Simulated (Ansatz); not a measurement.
# AlSi2 (built on the ScSi2 structure): following an unstable mode

Aim: this structure of AlSi2 (built on the ScSi2 structure) is to be tested for unstable modes, and one is followed downhill.

Main program and level: Ansatz 0.2.0; DFT RPBE, scalar-relativistic, plane waves, PAW.

This is a report of a sequence of runs, with the program logs left out and the cost of each run kept.

The structure was built from a prototype and need not be the compound's stable phase.

### Step 1. Set-up

The structure is hexagonal, space group P6/mmm (No. 191). Conventional cell: a = 4.464 Å, b = 4.464 Å, c = 2.679 Å, α = 90.00°, β = 90.00°, γ = 120.00°. Al has 2 Al at 2.68 Å and 12 Si at 2.90 Å nearest. Si has 5 Si at 2.58 to 2.68 Å and 6 Al at 2.90 Å nearest. Farther neighbours, and contacts between anions beyond the nearest, are not listed.

### Step 2. Phonons on a q mesh

Stability and thermal properties need the whole zone. Linear response on a 2×2×4 q mesh gives force constants as far as a supercell of that size would.

input.yaml

```yaml
crystal:
  lattice:
    - [4.4636803247, 0.0, 0.0]
    - [-2.2318401624, 3.8656605556, 0.0]
    - [0.0, 0.0, 2.6789809024]
  atoms:
    - { symbol: Al, position: [0.0, 0.0, 0.0] }
    - { symbol: Si, position: [0.3333333333, 0.6666666667, 0.5] }
    - { symbol: Si, position: [0.6666666667, 0.3333333333, 0.5] }
kpoints:
  mp_grid: { grid: [12, 12, 12] }
hamiltonian:
  xc: rpbe
scf:
  occupations: { method: methfessel_paxton, width: 0.15 }
output:
  eigenvalues: true
phonons:
  method: dfpt
  qmesh: [2, 2, 4]
  temperatures: { t_max: 1000, t_step: 50 }
  qpath:
    path:
      - [[0.0, 0.0, 0.0], [0.5, 0.0, 0.0], [0.33333333, 0.33333333, 0.0], [0.0, 0.0, 0.0], [0.0, 0.0, 0.5], [0.5, 0.0, 0.5], [0.33333333, 0.33333333, 0.5], [0.0, 0.0, 0.5]]
      - [[0.5, 0.0, 0.5], [0.5, 0.0, 0.0]]
      - [[0.33333333, 0.33333333, 0.5], [0.33333333, 0.33333333, 0.0]]
    npoints: 10
```

Run with:

```console
$ ansatz run input.yaml --threads 4 --pin off --max-ram 7168MiB --backend cpu --events-out ev --progress --plain --runs-dir out
```

The job ended after 90 s (4 threads of Arm Neoverse V1, shared host; peak memory 0.84 GiB; 5.8 min of CPU time).

This step gave:

```
volume per atom                                         : 15.41 Å³
gap on the k-mesh                                       : 0 eV
sum-rule residual before enforcement                    : 1.98e-4 eV/Å²
lowest frequency on the path                            : -141.6 cm⁻¹
point group                                             : 6/mmm
highest frequency on path, mesh or solved points        : 373.9 cm⁻¹
highest optical mode at the zone centre (no LO-TO term) : 279.9 cm⁻¹
lowest optical zone-centre mode                         : 46.76 cm⁻¹
lowest mode on the q mesh (acoustic modes at Γ apart)   : -141.6 cm⁻¹
```

Frequencies (cm⁻¹) solved at each irreducible wavevector; negative means imaginary. Frequencies by wavevector, by row:

| q in reciprocal lattice units | star | mode 1 | mode 2 | mode 3 | mode 4 | mode 5 | mode 6 | mode 7 | mode 8 | mode 9 |
| --- | --- | --- | --- | --- | --- | --- | --- | --- | --- | --- |
| 0 0 0 | 1 | 0 | 0 | 0 | 46.8 | 142.3 | 187.9 | 187.9 | 279.9 | 279.9 |
| 0 0 0.25 | 2 | 53.5 | 53.5 | 163.5 | 195.7 | 196.1 | 196.1 | 256.4 | 270.3 | 270.3 |
| 0 0 -0.5 | 1 | -141.6 | 82 | 82 | 171.5 | 171.5 | 227.8 | 275.2 | 275.2 | 364.7 |
| 0 -0.5 0 | 3 | -35.4 | 60.8 | 66.9 | 98.8 | 117.8 | 127.4 | 206.5 | 231.3 | 288 |
| 0 -0.5 0.25 | 6 | 72.7 | 103.3 | 119.2 | 123.5 | 168.6 | 205.8 | 226.4 | 271.8 | 272.6 |
| 0 -0.5 -0.5 | 3 | -56.2 | 91 | 143.9 | 147.3 | 149 | 159.6 | 223.9 | 250.4 | 371.1 |

Interpolated from a 2×2×4 q mesh, rough between the solved points. The phonon branches at the labelled points (cm⁻¹):

```csv
point,branch 1,branch 2,branch 3,branch 4,branch 5,branch 6,branch 7,branch 8,branch 9
Γ,0,0,0,47,142,188,188,280,280
halfway,-23,41,74,121,137,145,154,268,286
M,-35,61,67,99,118,127,206,231,288
halfway,-30,-20,83,103,107,123,215,236,282
K,-54,-25,92,92,113,113,232,232,275
halfway,-25,37,80,130,134,137,149,266,284
Γ,0,0,0,47,142,188,188,280,280
halfway,54,54,164,196,196,196,256,270,270
A,-142,82,82,172,172,228,275,275,365
halfway,-55,72,87,139,158,231,235,263,368
L,-56,91,144,147,149,160,224,250,371
halfway,-45,67,126,159,162,178,220,232,373
H,21,21,114,176,176,201,205,205,374
halfway,21,43,110,136,150,229,230,254,369
A,-142,82,82,172,172,228,275,275,365
jump to L,-56,91,144,147,149,160,224,250,371
halfway,73,103,119,124,169,206,226,272,273
M,-35,61,67,99,118,127,206,231,288
jump to H,21,21,114,176,176,201,205,205,374
halfway,71,81,81,163,163,220,233,233,287
K,-54,-25,92,92,113,113,232,232,275
```

Symmetry leaves 6 wavevectors to solve. The lowest mode among them, the acoustic zeros apart, lies at q = (0, 0, -0.5) and is imaginary, 141.6i cm⁻¹, so the energy falls along it.

### Step 3. The mode frozen in, largest atomic shift 0 Å

The mode followed lies at q = (0, -0.5, -0.5) with frequency 56.2i cm⁻¹, one of the unstable modes though not the softest. At small amplitude the pattern taken leaves space group no. 74 by a symmetry search on the positions. The undistorted cell that holds it gives the zero of energy on the same k mesh.

System of this step: AlSi2 (built on the ScSi2 structure). Symmetry: P6/mmm, No. 191, hexagonal system. The conventional cell has a = 4.464 Å, b = 4.464 Å, c = 2.679 Å, α = 90.00°, β = 90.00°, γ = 120.00°. Nearest to Al lie 2 Al at 2.68 Å and 12 Si at 2.90 Å. Si has 5 Si at 2.58 to 2.68 Å and 6 Al at 2.90 Å nearest. Farther neighbours, and contacts between anions beyond the nearest, are not listed.

input.yaml

```yaml
crystal:
  lattice:
    - [-4.4636803247, 0.0, 0.0]
    - [-2.2318401624, -3.8656605556, -2.6789809024]
    - [-2.2318401624, -3.8656605556, 2.6789809024]
  atoms:
    - { symbol: Al, position: [0.0, 0.0, 0.0] }
    - { symbol: Al, position: [0.0, 0.5, 0.5] }
    - { symbol: Si, position: [0.3333333333, 0.9166666667, 0.4166666667] }
    - { symbol: Si, position: [0.3333333333, 0.4166666667, 0.9166666667] }
    - { symbol: Si, position: [0.6666666667, 0.0833333333, 0.5833333333] }
    - { symbol: Si, position: [0.6666666667, 0.5833333333, 0.0833333333] }
kpoints:
  mp_grid: { grid: [8, 8, 8] }
hamiltonian:
  xc: rpbe
scf:
  occupations: { method: methfessel_paxton, width: 0.15 }
output:
  forces: true
  stress: true
  eigenvalues: true
```

Run time: 2.4 s. Hardware: 4 threads; peak memory 0.43 GiB.

Numbers from this step:

```
pressure                         : 0.05177 GPa
energy from the undistorted cell : 0 meV/atom
```

The run ends at a pressure of 0.05 GPa, with forces up to 0.0066 eV/Å.

### Step 4. The mode frozen in, largest atomic shift 0.14 Å

The atoms are moved along the unstable eigenvector, the largest shift by 0.14 Å, with the cell fixed.

input.yaml, the sections that differ from step 3:

```yaml
crystal:
  lattice:
    - [-4.4636803247, 0.0, 0.0]
    - [-2.2318401624, -3.8656605556, -2.6789809024]
    - [-2.2318401624, -3.8656605556, 2.6789809024]
  atoms:
    - { symbol: Al, position: [-0.01810816, 0.01810816, 0.01810816] }
    - { symbol: Al, position: [0.01810816, 0.48189184, 0.48189184] }
    - { symbol: Si, position: [0.3333333333, 0.9068640038, 0.4264693296] }
    - { symbol: Si, position: [0.3333333333, 0.4264693296, 0.9068640038] }
    - { symbol: Si, position: [0.6666666667, 0.0735306704, 0.5931359962] }
    - { symbol: Si, position: [0.6666666667, 0.5931359962, 0.0735306704] }
# kpoints, hamiltonian, scf, output: as in step 3
```

Run time: 2.5 s. Hardware: 4 threads; peak memory 0.44 GiB; 9.3 s of CPU time.

Read from the output:

- pressure: 0.3504 GPa
- energy from the undistorted cell: -0.736 meV/atom

The energy, extrapolated to zero smearing, is -0.74 meV/atom against the undistorted cell.

The run ends at a pressure of 0.35 GPa, with forces up to 0.059 eV/Å.

### Step 5. Energy along the mode, all amplitudes (two of the runs are shown above)

An imaginary frequency means negative curvature, so the energy should fall and then rise again as anharmonic terms take over.

Numbers from this step:

* depth at the lowest point sampled: 0.736 meV/atom
* largest atomic shift at that point: 0.14 Å

Table of energy from the parent by largest atomic shift:

```csv
largest atomic shift (Å),energy from the parent (meV/atom)
0.000,0
0.040,-0.079
0.080,-0.3
0.140,-0.736
0.220,-0.505
0.320,4.70
```

Displacement at unit largest shift by atom:

```
atom  x (Å)  y (Å)  z (Å)  size
 Al1   0.00  -1.00   0.00  1.00
 Al2   0.00   1.00   0.00  1.00
 Si3   0.00   0.00   0.38  0.38
 Si4   0.00   0.00  -0.38  0.38
 Si5   0.00   0.00   0.38  0.38
 Si6   0.00   0.00  -0.38  0.38
```

The lowest step is at 0.14 Å, 0.736 meV/atom below the parent, and the energy rises beyond it.

### Step 6. Relaxation from the frozen mode

Starting from the lowest point found, all atoms and the cell are let go, so that strain and other modes of the same symmetry can join in.

Changes to input.yaml since step 4:

```diff
@@ -22 +22,6 @@
   eigenvalues: true
+relax:
+  adjacent_minimum: "off"
+  f_tol: 0.002
+  max_steps: 120
+  cell: { stress_tol: 0.03 }
```

Run time: 27 s. Hardware: 4 threads; peak memory 0.48 GiB; 1.7 min of CPU time.

Step by step:

| step | energy less that of the first step (eV) | largest force component (eV/Å) | pressure (GPa) | volume (Å³) |
| --- | --- | --- | --- | --- |
| 1 | 0.0000 | 0.0591 | 0.35 | 92.45 |
| 2 | -0.0036 | 0.0212 | -0.07 | 92.84 |
| 3 | -0.0041 | 0.0220 | -0.05 | 92.84 |
| 4 | -0.0069 | 0.0210 | 0.07 | 93.00 |
| 5 | -0.0074 | 0.0203 | 0.07 | 93.38 |
| 6 | -0.0079 | 0.0049 | 0.00 | 93.33 |
| 7 | -0.0080 | 0.0023 | 0.00 | 93.31 |
| 8 | -0.0080 | 0.0042 | 0.03 | 93.26 |
| 9 | -0.0081 | 0.0008 | 0.00 | 93.31 |
| 10* | -0.0082 | 0.0008 | 0.00 | 93.31 |

Relaxation steps marked * repeat the geometry before them on a plane-wave basis chosen anew for their cell, so energy and pressure can jump there. Relaxation step 8 was tried and not accepted.

Forces are held to the 8 operations that the program found; a distortion that breaks them can't arise in this run.

```
conventional cell, symmetrised  before  after  change
                         a (Å)   4.464  4.441  -0.5 %
                         b (Å)   5.358  5.384  +0.5 %
                         c (Å)   7.731  7.805  +1.0 %
              volume (Å³/atom)   15.41  15.55  +0.9 %
```

The atoms that moved most (Å, as changes of fractional coordinates times the final cell):

```
atom     dx      dy      dz  length
 Al1  0.000  -0.104   0.000   0.104
 Al2  0.000   0.104   0.000   0.104
 Si5  0.000  -0.022   0.035   0.042
 Si6  0.000  -0.022  -0.035   0.042
 Si3  0.000   0.022   0.035   0.042
 Si4  0.000   0.022  -0.035   0.042
```

Final coordinates:

```xyz
6
Lattice="-4.4408 0.0000 0.0000 -2.2204 -3.9027 -2.6918 -2.2204 -3.9027 2.6918" Properties=species:S:1:pos:R:3 pbc="T T T"
Al    0.0000   -0.2453    0.0000
Al   -2.2204   -3.6574    0.0000
Si   -4.4408   -5.1812   -1.2578
Si   -4.4408   -5.1812    1.2578
Si   -4.4408   -2.6242    1.4340
Si   -4.4408   -2.6242   -1.4340
```

Read from the output:

```
pressure        : 0.003366 GPa
volume per atom : 15.55 Å³
```

The distorted start has space group Imma; the relaxation ends in Imma.

### Step 7. The new phase in its own primitive cell

The relaxed structure is symmetrised, reduced to its primitive cell and relaxed tightly, as its phonons need.

input.yaml

```yaml
crystal:
  lattice:
    - [-2.2204055056, 2.6918380862, 3.902710662]
    - [2.2204055056, -2.6918380862, 3.902710662]
    - [2.2204055056, 2.6918380862, -3.902710662]
  atoms:
    - { symbol: Al, position: [0.7814297967, 0.0314297967, 0.75] }
    - { symbol: Al, position: [0.2185702033, 0.9685702033, 0.25] }
    - { symbol: Si, position: [0.1801572137, 0.6637986332, 0.5163585805] }
    - { symbol: Si, position: [0.6474400526, 0.6637986332, 0.9836414195] }
    - { symbol: Si, position: [0.3525599474, 0.3362013668, 0.0163585805] }
    - { symbol: Si, position: [0.8198427863, 0.3362013668, 0.4836414195] }
kpoints:
  mp_grid: { grid: [10, 10, 10] }
hamiltonian:
  xc: rpbe
scf:
  occupations: { method: methfessel_paxton, width: 0.15 }
output:
  forces: true
  stress: true
  eigenvalues: true
relax:
  adjacent_minimum: "off"
  f_tol: 0.001
  max_steps: 60
  cell: { stress_tol: 0.01 }
```

Wall time 51 s (4 threads); peak memory 0.57 GiB; 3.3 min of CPU time.

Step by step:

```
step  energy less that of the first step (eV)  largest force component (eV/Å)  pressure (GPa)  volume (Å³)
   1                                   0.0000                          0.0180            0.18        93.31
   2                                  -0.0016                          0.0114           -0.01        93.53
   3                                  -0.0025                          0.0156           -0.01        93.57
   4                                  -0.0029                          0.0012           -0.07        93.62
   5                                  -0.0034                          0.0043           -0.04        93.55
   6                                  -0.0034                          0.0044           -0.03        93.50
   7                                  -0.0034                          0.0039           -0.01        93.44
   8                                  -0.0034                          0.0019            0.02        93.44
   9                                  -0.0034                          0.0006            0.00        93.48
 10*                                  -0.0035                          0.0006            0.00        93.48
  11                                  -0.0035                          0.0001            0.00        93.48
 12*                                  -0.0035                          0.0001            0.00        93.48
```

Relaxation steps marked * repeat the geometry before them on a plane-wave basis chosen anew for their cell, so energy and pressure can jump there.

The run keeps the 8 symmetry operations that the program found, so distortions that break them were not tested.

```csv
"conventional cell, symmetrised",before,after,change
a (Å),4.441,4.474,+0.7 %
b (Å),5.384,5.425,+0.8 %
c (Å),7.805,7.703,-1.3 %
volume (Å³/atom),15.55,15.58,+0.2 %
```

The atoms that moved most (Å, as changes of fractional coordinates times the final cell):

| atom | dx | dy | dz | length |
| --- | --- | --- | --- | --- |
| Si4 | 0.000 | -0.009 | 0.008 | 0.012 |
| Si3 | 0.000 | 0.009 | 0.008 | 0.012 |
| Si5 | 0.000 | 0.009 | -0.008 | 0.012 |
| Si6 | 0.000 | -0.009 | -0.008 | 0.012 |
| Al1 | 0.000 | 0.000 | -0.009 | 0.009 |
| Al2 | 0.000 | 0.000 | 0.009 | 0.009 |

This step gave:

* pressure: 3.33e-4 GPa
* volume per atom: 15.58 Å³

The largest force component left is 0.12 meV/Å and the pressure is 0.000 GPa, within the tolerances set. The cell now holds 15.58 Å³/atom.

### Step 8. Modes of the new phase, k-mesh 10×10×10

A relaxed structure may still be a saddle point, so its zone-centre modes are computed. No field response is asked, since the mesh shows no gap.

input.yaml

```yaml
crystal:
  lattice:
    - [-2.2367829899, 2.7126928134, 3.8514638222]
    - [2.2367829899, -2.7126928134, 3.8514638222]
    - [2.2367829899, 2.7126928134, -3.8514638222]
  atoms:
    - { symbol: Al, position: [0.7802728292, 0.0302728292, 0.75] }
    - { symbol: Al, position: [0.2197271708, 0.9697271708, 0.25] }
    - { symbol: Si, position: [0.1827952694, 0.6648057638, 0.5179895056] }
    - { symbol: Si, position: [0.6468162581, 0.6648057638, 0.9820104944] }
    - { symbol: Si, position: [0.3531837419, 0.3351942362, 0.0179895056] }
    - { symbol: Si, position: [0.8172047306, 0.3351942362, 0.4820104944] }
kpoints:
  mp_grid: { grid: [10, 10, 10] }
hamiltonian:
  xc: rpbe
scf:
  occupations: { method: methfessel_paxton, width: 0.15 }
output:
  eigenvalues: true
phonons:
  method: dfpt
```

Elapsed: 69 s, on 4 threads; peak memory 1.9 GiB.

Read from the output:

```
sum-rule residual before enforcement                    : 1.02e-5 eV/Å²
point group                                             : mmm
highest optical mode at the zone centre (no LO-TO term) : 344.1 cm⁻¹
lowest optical zone-centre mode                         : 70.39 cm⁻¹
```

Patterns of degenerate modes are one choice out of their space. The modes at Γ (shares of kinetic energy by element, %):

```csv
mode,frequency (cm⁻¹),symmetry,Al %,Si %
1,0.0,acoustic,32,68
2,0.0,acoustic,32,68
3,0.0,acoustic,32,68
4,70.4,B2u,56,44
5,83.9,Ag,80,20
6,107.5,B2g,98,2
7,137.2,B1g,0,100
8,140.5,B3g,0,100
9,164.8,B2u,12,88
10,184.3,B1u,51,49
11,189.1,B3g,16,84
12,191.8,B3u,68,32
13,232.8,B1u,17,83
14,247.4,Au,0,100
15,280.7,Ag,18,82
16,281.8,B2g,2,98
17,297.6,Ag,2,98
18,344.1,B3g,84,16
```

Displacements in mode 4 (70.4 cm⁻¹), the largest set to 1:
```
Al1  0.00  1.00  0.00
Al2  0.00  1.00  0.00
Si3  0.00 -0.48 -0.39
Si4  0.00 -0.48  0.39
Si5  0.00 -0.48  0.39
Si6  0.00 -0.48 -0.39
```

Displacements in mode 7 (137.2 cm⁻¹), the largest set to 1:
```
Al1  0.00  0.00  0.00
Al2  0.00  0.00  0.00
Si3  1.00  0.00  0.00
Si4 -1.00  0.00  0.00
Si5  1.00  0.00  0.00
Si6 -1.00  0.00  0.00
```

Before it was imposed, the acoustic sum rule was missed by 1.0e-5 eV/Å². Small misses are needed for a sound result but don't prove that mesh and cutoff are converged. The lowest optical mode is real, 70.4 cm⁻¹.

### Step 9. The phases reached

The phases reached along the modes that were followed are set side by side.

Energies are those of the first relaxation, on the mesh of the frozen mode; space group, volume and gap are those of the last relaxation. Phases, by row:

```csv
mode frozen in,space group,energy from parent (meV/atom),volume (Å³/atom),gap on mesh (eV),lowest zone-centre optical mode (cm⁻¹),largest shift (Å)
parent,P6/mmm,0,15.41,0,–,–
"q = (0, 0, -0.5), 142i cm⁻¹",P6_3/mmc,-6.99,15.84,0,69.3,0.18
"q = (0, -0.5, -0.5), 56i cm⁻¹",Imma,-2.22,15.58,0,70.4,0.245
```

### Step 10. Outcome

| Property | Result |
| --- | --- |
| unstable mode of the parent | q = (0, -0.5, -0.5), 56i cm⁻¹ |
| depth at the lowest point sampled | 0.736 meV/atom |
| largest atomic shift at that point | 0.14 Å |
| space group reached | Imma |
| energy gained over the parent (first relaxation, on the mesh of the frozen mode) | 2.22 meV/atom |
| volume per atom, phase reached | 15.6 Å³ |
| lowest optical zone-centre mode, phase reached | 70.4 cm⁻¹ |
| highest optical mode at the zone centre (no LO-TO term), phase reached | 344 cm⁻¹ |

Along this mode the structure falls into Imma, 2.22 meV/atom below the parent. At the parent's cell the well is 0.736 meV/atom deep on the steps tried, with its lowest point at a shift of 0.14 Å. Relaxing atoms and cell changes the gain by +1.48 meV/atom against the lowest step (energies at zero smearing). Most of the total comes from this relaxation. The new phase has no imaginary mode at the zone centre of its cell; other wavevectors were not checked. So shallow a well is near the error of the k mesh. Of the 2 patterns followed from this parent, this one ends 4.77 meV/atom above the lowest, P6_3/mmc. Each path keeps the symmetry of its pattern, so a lower phase may lie along a pattern not tried. The q mesh stands for a supercell only 8.9 Å across, so branches between the solved wavevectors are rough. With no gap, or one that is small against the smearing, the frequencies hang on the k mesh and the smearing, most of all near Kohn anomalies. The phonon runs are without spin polarisation, although the cell has an odd electron count. The starting cell was built on a prototype and not taken from a measurement, so the phase need not exist.

[Long decimals in the printed logs are rounded to 6 places.]

[Logs are printed without paths, hosts, clocks, repeated set-up lines and the standing remarks that a program may print on its own settings, such as how far it seeks lower states.]

[Hosts, paths, dates, database ids (printed as entryN), source tags and the programs' standing remarks are cut or masked in the printed files.]

[Where the starting crystal was built by hand or by swapping elements, it need not be the compound's stable phase.]
